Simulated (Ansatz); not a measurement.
In doubt: one-shot GW on d or f shells is unsure (in some of the runs), so the values of those runs are not to be relied on.

System: Cs2AgSbBr6 (Fm-3m).

Symmetry: Fm-3m, No. 225, cubic system. Conventional cell: a = 11.379 Å, b = 11.379 Å, c = 11.379 Å, α = 90.00°, β = 90.00°, γ = 90.00°. Nearest to Cs lie 12 Br at 4.02 Å. Ag has 6 Br at 2.86 Å nearest. Sb has 6 Br at 2.83 Å nearest. Br has 1 Sb at 2.83 Å and 1 Ag at 2.86 Å and 4 Cs at 4.02 Å nearest. Farther neighbours and most contacts between anions are not listed.

```
Cs Ag Sb Br
1.0
     0.00000    5.68925    5.68925
     5.68925    0.00000    5.68925
     5.68925    5.68925    0.00000
Cs Ag Sb Br
2 1 1 6
Cartesian
  8.5339 8.5339 8.5339
  2.8446 2.8446 2.8446
  5.6893 5.6893 5.6893
  0.0000 0.0000 0.0000
  2.8269 5.6893 5.6893
  5.6893 5.6893 2.8269
  8.5516 5.6893 5.6893
  5.6893 2.8269 5.6893
  5.6893 8.5516 5.6893
  5.6893 5.6893 8.5516
```

The cell and positions are those that the Materials Project relaxed with its own functionals (PBE, PBE+U or r2SCAN), kept fixed. Spin-orbit coupling is left out unless a run names it.

Gaps computed with Ansatz 0.2.0 without a self-energy: LDA 0.76 eV, r2SCAN 1.20 eV, r2SCAN+SOC 1.16 eV and HSE06 1.66 eV. The mean ε∞ by r2SCAN perturbation theory is 4.77.

Q: Estimate the G0W0@r2SCAN gap with 2×2×2 mesh, 1099 empty bands, screening to 120 eV, PAW set soft_1 files.

About 1.94 eV: on its mesh the run moves the gap from 1.18 eV by +0.76 eV. Among the scalar-relativistic levels given, HSE06 is nearest (−0.28 eV). One-shot corrections scale roughly with one over ε∞, here 0.21. Spin-orbit coupling is not in that value; its −0.04 eV at the r2SCAN level would bring it to about 1.91 eV. Bands and cutoff are finite, so the gap is not at the basis limit. The miss can reach some tenths of an eV and take either sign; the mesh is an error of its own. The 2×2×2 mesh is coarse for this cell (its supercell is 16 Å along the shortest edge). The RPA ε∞ on it, from the r2SCAN start, is 5.27; such meshes misread the long-range screening, most where the gap is narrow. A d shell, filled or nearly so, lies near the gap. One-shot GW converges very slowly in bands there, not always from below, and on a semilocal start the gap tends to come out low; starts rich in exact exchange can overshoot instead. The many-body steps are scalar-relativistic: spin-orbit coupling is not in them.

[Paths, hosts, dates, memory and timing lines, banners, echoed tables and standing remarks are left out of the program output.]

[Logs are printed without paths, hosts, clocks, repeated set-up lines and the standing remarks that a program may print on its own settings, such as how far it seeks lower states.]

[Runs of the session that timed out or met a known fault of the program may be left out.]

[Cells called generated may have been cut or substituted from an entry of the Crystallography Open Database or the Materials Project.]

[Hosts, paths, dates, database ids (printed as entryN), source tags and the programs' standing remarks are cut or masked in the printed files.]
